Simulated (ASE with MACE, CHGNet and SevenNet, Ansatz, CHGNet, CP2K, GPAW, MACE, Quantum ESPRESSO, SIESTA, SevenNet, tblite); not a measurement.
## Machine-learned potentials runs on random packing of 77TeO2-23ZnO (mol %) (86 atoms)

Wanted: machine-learned potentials inputs and outputs for random packing of 77TeO2-23ZnO (mol %) (86 atoms), checked against a plane-wave reference.

Calculated with ASE with MACE, CHGNet and SevenNet; the method is named at each step.

## Step 1: Starting point

The cell holds 86 atoms: 24 Te, 55 O and 7 Zn. Cell: a = 10.894 Å, b = 10.894 Å, c = 10.894 Å, α = 90.0°, β = 90.0°, γ = 90.0°. 86 atoms (24 Te, 55 O, 7 Zn) packed at random in a cube at 5.65 g/cm³ and pushed apart as soft spheres, cations and anions kept from their own kind; a start for melting by ab initio MD, not an equilibrated structure. Then every atom was moved at random, 0.02 Å r.m.s. a Cartesian component.

The yardstick, on the same geometry:

```
method                 : Kohn-Sham DFT, PBE, PAW, plane waves (Ansatz 0.2.0); cutoff 420 eV, Γ point, fermi-dirac smearing of 0.05 eV; PAW set soft_2
r.m.s. force component : 1.614 eV/Å
longest force          : 7.347 eV/Å
pressure               : 5.357 GPa
SCF cycles             : 16
time                   : 35 s on 4 threads of Arm Neoverse V1, shared host
CPU time               : 2.2 min
```

## Step 2: MACE MPA-0 medium potential

Method: machine-learned interatomic potential MACE MPA-0 medium, trained on PBE(+U) plane-wave data.

run.py reads:

```python
import numpy as np
from ase.io import read
import mlip  # loads the published weights by name

atoms = read("structure.xyz")
atoms.calc = mlip.calc("mace-mpa-0-medium")
energy = atoms.get_potential_energy()
forces = atoms.get_forces()
print(f"energy {energy:.6f} eV")
print("forces (eV/A)")
for i, (a, f) in enumerate(zip(atoms, forces)):
    print(f"{i:4d} {a.symbol:2s} {f[0]:10.5f} {f[1]:10.5f} {f[2]:10.5f}")
stress = -atoms.get_stress(voigt=False) * 160.21766
print("stress (GPa, compression positive)")
for row in stress:
    print(" ".join(f"{x:10.4f}" for x in row))
```

structure.xyz reads:

```xyz
86
Lattice="10.89410 0.00000 0.00000 0.00000 10.89410 0.00000 0.00000 0.00000 10.89410" Properties=species:S:1:pos:R:3 pbc="T T T"
Te 1.98817 10.08521 0.30296
Te 7.09456 5.34214 10.52490
Te 10.14883 10.38763 10.70204
Te 6.98889 9.23700 4.98176
Te 7.42651 4.46832 4.90387
Te 9.91940 6.58265 3.81293
Te 9.90404 4.59263 10.05885
Te 4.04999 1.10488 0.16080
Te 8.47398 1.92455 9.13056
Te 2.44398 1.07666 3.69866
Te 7.73187 1.84535 1.59936
Te 7.80595 10.87623 7.34698
Te 5.79021 8.45230 2.12609
Te 8.42713 10.45692 2.97060
Te 5.81233 1.34085 8.91388
Te 4.86356 10.61717 6.08893
Te 1.74327 3.37042 0.89528
Te 0.70256 8.49119 7.54155
Te 6.55128 4.66551 7.68089
Te 9.93694 3.63841 5.76254
Te 3.11539 6.35540 1.35065
Te 9.20388 6.32239 1.12275
Te 10.06266 7.75039 9.74793
Te 1.56439 3.44177 4.81955
O 6.10048 1.77563 0.38129
O 0.92219 10.77971 1.77639
O 8.79056 8.20968 3.79605
O 1.54043 1.11076 10.66794
O 8.99602 6.29385 8.98219
O 4.27016 1.47724 4.43052
O 3.43437 2.82114 9.95263
O 8.66898 2.73976 3.13881
O 6.31073 1.11414 6.29374
O 0.78753 2.70239 2.52318
O 4.12418 1.09616 2.27098
O 6.51881 4.54110 3.07344
O 0.22268 10.41792 8.75842
O 10.53459 1.93730 4.29816
O 0.47901 4.90496 1.18931
O 1.98022 7.45614 5.72202
O 1.86986 6.79683 10.69016
O 5.34094 6.16552 6.79541
O 8.09366 3.87100 8.60449
O 2.87375 8.96944 9.79815
O 0.54786 5.36883 5.28190
O 0.36691 6.46391 7.35613
O 3.58710 9.42013 1.47364
O 3.84224 5.07905 3.04904
O 8.81474 10.87297 9.23602
O 7.72108 8.89438 1.99841
O 8.33638 5.78313 6.10418
O 9.85916 10.04207 4.68141
O 9.85589 4.60897 3.56183
O 3.72088 9.27295 4.88600
O 5.17579 4.65712 9.03339
O 8.10891 2.83671 5.86277
[... 26 atom lines left out ...]
Zn 0.26843 2.15180 9.72898
Zn 5.09245 6.50443 9.05474
Zn 2.72570 8.58586 2.84445
Zn 5.40533 3.45899 0.72609
```

Launch:

```bash
OMP_NUM_THREADS=1 python run.py > output.txt
```

Output:

```text
energy -333.815716 eV
forces (eV/A)
   0 Te    1.38939   -2.46606   -0.38692
   1 Te   -2.45321    0.42779    1.31401
   2 Te    0.15923    0.51466   -1.20645
   3 Te    0.26979   -5.06898    1.46667
   4 Te   -5.06721   -0.13515   -4.21913
   5 Te    3.48702    0.33041    1.42009
   6 Te    2.43946   -0.31014   -1.03893
   7 Te   -2.30657    1.15095   -0.65940
   8 Te    2.50258    2.55037    0.87119
   9 Te    0.90258   -1.94037    0.42081
  10 Te    1.52853    2.77299    4.82754
  11 Te   -0.56526   -2.19217   -2.59934
  12 Te   -1.67012   -1.44523    0.72593
  13 Te    2.23075    0.09160    2.29334
  14 Te   -2.91347   -0.98889   -1.78445
  15 Te   -6.56424    0.85131    0.29659
  16 Te   -2.13853    0.93826    1.95115
  17 Te    0.03384   -1.38719   -2.80346
  18 Te   -3.02951    0.99796   -4.17414
  19 Te    2.96690    0.72194    1.40393
  20 Te   -0.63765   -2.02300   -0.07220
  21 Te    2.09003    2.77662    3.03217
  22 Te    0.36150   -0.36842   -0.77112
  23 Te    1.92474    1.44545    0.90405
[...]
78 O     1.78151    0.39076   -0.04890
  79 Zn    0.31112   -0.60114   -3.15559
  80 Zn    0.22839   -1.54928    0.80768
  81 Zn   -0.27179   -0.03000    0.85583
  82 Zn    0.83220    0.58339   -2.61882
  83 Zn   -2.20635    4.54294   -0.87955
  84 Zn   -0.99860    0.13000    2.95689
  85 Zn   -0.37813    2.43068    0.51863
stress (GPa, compression positive)
    7.1484     2.1599    -0.9531
    2.1599     6.7779     0.9881
   -0.9531     0.9881     4.7275
```

Elapsed: 11 s, on 1 thread of Arm Neoverse V1, shared host; peak memory 0.99 GiB.

Banners, paths, timers and routine set-up lines are dropped from the logs unmarked, and long logs keep their key lines alone; longer cuts are marked.

Compared with the plane-wave run:

* r.m.s. force component: 1.546 eV/Å
* r.m.s. difference of force components: 336.8 meV/Å
* longest difference of force vectors: 1279 meV/Å
* force difference over r.m.s. force: 20.87 %
* slope of forces against the reference's: 0.937
* correlation of force components: 0.9782
* pressure: 6.218 GPa
* pressure difference: 0.8605 GPa

Length of the force difference by element (eV/Å):

```
element  atoms  mean  most
      O     55  0.44  0.92
     Te     24  0.69   1.3
     Zn      7  0.51  0.90
```

Local excerpt of 14 atoms (numbers count through the whole input) about O27, picked at random; x, y, z are measured from there.

```
atom      x      y      z  distance (Å)     Fx     Fy  Fz (eV/Å)
 O27   0.00   0.00   0.00          0.00   0.35  -0.59       1.25
 Te6   1.13  -1.63   0.02          1.98   3.49   0.33       1.42
 O50  -1.07   0.68  -1.80          2.20  -0.02  -0.46      -0.72
 O52   1.07   1.83   0.89          2.30  -1.51   2.04      -0.20
 Te4  -1.80   1.03   1.19          2.39   0.27  -5.07       1.47
Te14  -0.36   2.25  -0.83          2.42   2.23   0.09       2.29
 O58  -2.32  -0.83  -0.11          2.46  -0.78   1.71      -0.90
 O62   3.17   0.69  -0.18          3.25   0.01  -0.54       0.33
 O77  -1.74  -0.17   2.75          3.26  -0.10   1.83      -1.87
Te22   0.41  -1.89  -2.67          3.30   2.09   2.78       3.03
 O51  -0.45  -2.43   2.31          3.38   0.07  -1.36      -1.02
Te13  -3.00   0.24  -1.67          3.44  -1.67  -1.45       0.73
 O67   2.15  -0.76  -2.60          3.45  -1.81   0.66      -0.87
 O63   0.51  -0.09   3.48          3.52   2.52   1.36       1.19
```

Atoms are counted from 1 here, from 0 in the log.

Forces lie 21 % from the reference's, at 0.073 times its CPU time (on 1 against 4 cores).

## Step 3: CHGNet 0.3.0 potential

Method: machine-learned interatomic potential CHGNet 0.3.0, trained on PBE(+U) plane-wave data.

Changes to run.py since step 2:

```diff
@@ -5,3 +5,3 @@
 atoms = read("structure.xyz")
-atoms.calc = mlip.calc("mace-mpa-0-medium")
+atoms.calc = mlip.calc("chgnet-0.3.0")
 energy = atoms.get_potential_energy()
```

structure.xyz is that of step 2.

Output:

```text
CHGNet v0.3.0 initialized with 412,525 parameters
CHGNet will run on cpu
energy -382.307526 eV
forces (eV/A)
   0 Te    1.69058   -2.28613   -0.62624
   1 Te   -2.02430    0.59607    0.77401
   2 Te    0.57079    0.87456   -0.84441
   3 Te    0.94194   -5.12806    1.16486
   4 Te   -4.28759    0.45947   -4.13145
   5 Te    3.60905   -1.09456    1.19780
   6 Te    1.92071   -0.59737   -1.37187
   7 Te   -1.72833    1.46523   -0.14931
   8 Te    2.25308    2.55458    1.11636
   9 Te    0.76509   -1.37925    0.57603
  10 Te    0.54996    2.42677    5.21762
  11 Te   -0.45544   -1.55726   -2.43125
  12 Te   -0.81094   -1.15170    0.80833
  13 Te    2.62662    0.49314    3.18106
  14 Te   -3.28771   -1.53547   -0.80289
  15 Te   -6.83757    1.01746    0.53833
  16 Te   -1.59012    0.91957    1.80195
  17 Te   -0.86992   -2.18897   -2.85733
  18 Te   -3.40469    2.06108   -4.26868
  19 Te    3.28766    0.39976    0.32442
  20 Te   -0.53128   -1.84367   -0.16193
  21 Te    2.18456    2.67797    2.96576
  22 Te    0.26382   -0.18841   -1.99336
  23 Te    0.31558    1.49427    1.32109
[...]
78 O     2.24914    1.30381   -0.67696
  79 Zn    0.04809   -0.42125   -2.42119
  80 Zn   -0.06579   -1.32401    0.76702
  81 Zn   -0.23152   -0.38597    1.28764
  82 Zn    0.58148    0.69898   -2.14575
  83 Zn   -1.69941    3.51802   -1.27508
  84 Zn   -0.99427    0.25472    2.26508
  85 Zn   -0.26161    1.09991    0.66858
stress (GPa, compression positive)
    4.5358     2.4808    -0.0088
    2.4808     4.7248     1.0864
   -0.0088     1.0864     2.3034
```

It took 5.2 s on 1 thread; peak memory 1.1 GiB.

Compared with the plane-wave run:

```
r.m.s. force component                  : 1.591 eV/Å
r.m.s. difference of force components   : 518.1 meV/Å
longest difference of force vectors     : 1805 meV/Å
force difference over r.m.s. force      : 32.11 %
slope of forces against the reference's : 0.9347
correlation of force components         : 0.9478
pressure                                : 3.855 GPa
pressure difference                     : -1.503 GPa
```

Against the first run (21 %), the force difference from the reference is 32 %, at 0.46 times the CPU time.

## Step 4: SevenNet l3i5 potential

Method: machine-learned interatomic potential SevenNet l3i5, trained on PBE(+U) plane-wave data.

Changes to run.py since step 3:

```diff
@@ -5,3 +5,3 @@
 atoms = read("structure.xyz")
-atoms.calc = mlip.calc("chgnet-0.3.0")
+atoms.calc = mlip.calc("7net-l3i5")
 energy = atoms.get_potential_energy()
```

structure.xyz is that of step 3.

Output:

```text
energy -332.622284 eV
forces (eV/A)
   0 Te    1.28034   -1.54009   -0.60494
   1 Te   -1.91839    1.67465    0.84034
   2 Te   -0.47382    1.13471   -1.50491
   3 Te    0.19696   -5.37340    1.73017
   4 Te   -5.94544   -0.70578   -3.58839
   5 Te    4.05472   -0.06323    1.15475
   6 Te    2.92829   -0.88048   -0.58409
   7 Te   -2.30288    0.75561   -1.19691
   8 Te    2.33417    2.47669    0.60383
   9 Te    1.01558   -2.03128    0.32204
  10 Te    2.11547    2.41137    6.29325
  11 Te    0.36157   -2.01093   -1.72484
  12 Te   -1.95078   -1.00206    0.96364
  13 Te    2.51110    0.60187    1.98251
  14 Te   -2.39261   -0.98547   -2.01216
  15 Te   -7.34000    0.64734    0.20935
  16 Te   -2.04713    1.10740    1.36565
  17 Te   -1.03756   -1.91682   -2.91561
  18 Te   -3.13188    0.69672   -4.99156
  19 Te    2.97220    0.72614    2.23016
  20 Te   -0.59934   -1.71651    0.21877
  21 Te    2.30136    3.42522    3.10970
  22 Te    0.42600   -0.10332   -1.53612
  23 Te    2.65038    1.11165    0.73703
[...]
78 O     1.36694    0.42547   -0.38720
  79 Zn   -0.10818   -0.42463   -3.45680
  80 Zn   -0.05725   -1.54906    0.69305
  81 Zn   -0.00602   -0.34784    1.16451
  82 Zn    0.98587    0.48975   -2.69947
  83 Zn   -2.40564    4.48952   -0.97246
  84 Zn   -1.23440    0.13135    3.26193
  85 Zn   -0.90210    2.25927    0.38805
stress (GPa, compression positive)
    6.5330     1.9589    -0.5849
    1.9589     7.4306     1.6093
   -0.5849     1.6093     3.4031
```

Wall time 12 s (1 thread); peak memory 1.4 GiB.

Compared with the plane-wave run:

| Property | Result |
| --- | --- |
| r.m.s. force component | 1.672 eV/Å |
| r.m.s. difference of force components | 469.7 meV/Å |
| longest difference of force vectors | 1774 meV/Å |
| force difference over r.m.s. force | 29.11 % |
| slope of forces against the reference's | 0.9942 |
| correlation of force components | 0.9597 |
| pressure | 5.789 GPa |
| pressure difference | 0.4315 GPa |

Against the first run (21 %), the force difference from the reference is 29 %, at 1.2 times the CPU time.

## Step 5: Side by side

Differences are against the plane-wave reference, forces as r.m.s. over components; share is that over the reference's r.m.s. force, slope the least-squares factor from reference forces to these. Total energies of different programs have different zeros and aren't compared.

```
                        run  Δ force, r.m.s. (meV/Å)  share (%)  slope  Δ pressure (GPa)  cores  CPU time  memory (GiB)
                  reference                        -          -      -                 -      4   2.2 min           2.0
MACE MPA-0 medium potential                      337       20.9  0.937             0.861      1     9.7 s          0.99
     CHGNet 0.3.0 potential                      518       32.1  0.935             -1.50      1     4.5 s           1.1
    SevenNet l3i5 potential                      470       29.1  0.994             0.431      1      12 s           1.4
```

Times of the machine-learned potentials are mostly Python's start and the loading of weights.

CPU time is summed over cores on a shared host, where runs went side by side, so it is rough. Symmetry, cutoffs, thresholds, outputs and thread counts weren't matched or tuned between programs; memory under MPI is the largest rank's times the ranks.

## Step 6: Summary of results

```
nearest in forces : MACE MPA-0 medium potential, 21 %
its CPU time      : 9.7 s
```

Machine-learned potentials differ by 21 % (MACE MPA-0 medium potential) to 32 % (CHGNet 0.3.0 potential); they were trained on other programs' data. Machine-learned potentials mimic data converged in k, so the reference's own k-point error enters their differences. The reference's stress is far from hydrostatic: its diagonal is 6.5, 6.2, 3.4 GPa, compression counted positive. The reference's pressure of 5.4 GPa belongs to a cell and atoms that aren't relaxed at this level. The electronic-structure runs sample only Γ, in a cell whose shortest periodic width is 11 Å, which is coarse for a cell with partly filled levels. Spin–orbit coupling is left out, which matters for the levels of the heavy elements.

[Also dropped from logs without a mark: logging warnings of Python, and SIESTA's first energy breakdown and zero terms.]

[Logs are printed without paths, hosts, clocks, repeated set-up lines and the standing remarks that a program may print on its own settings, such as how far it seeks lower states.]

[Hosts, paths, dates, database ids (printed as entryN), source tags and the programs' standing remarks are cut or masked in the printed files.]
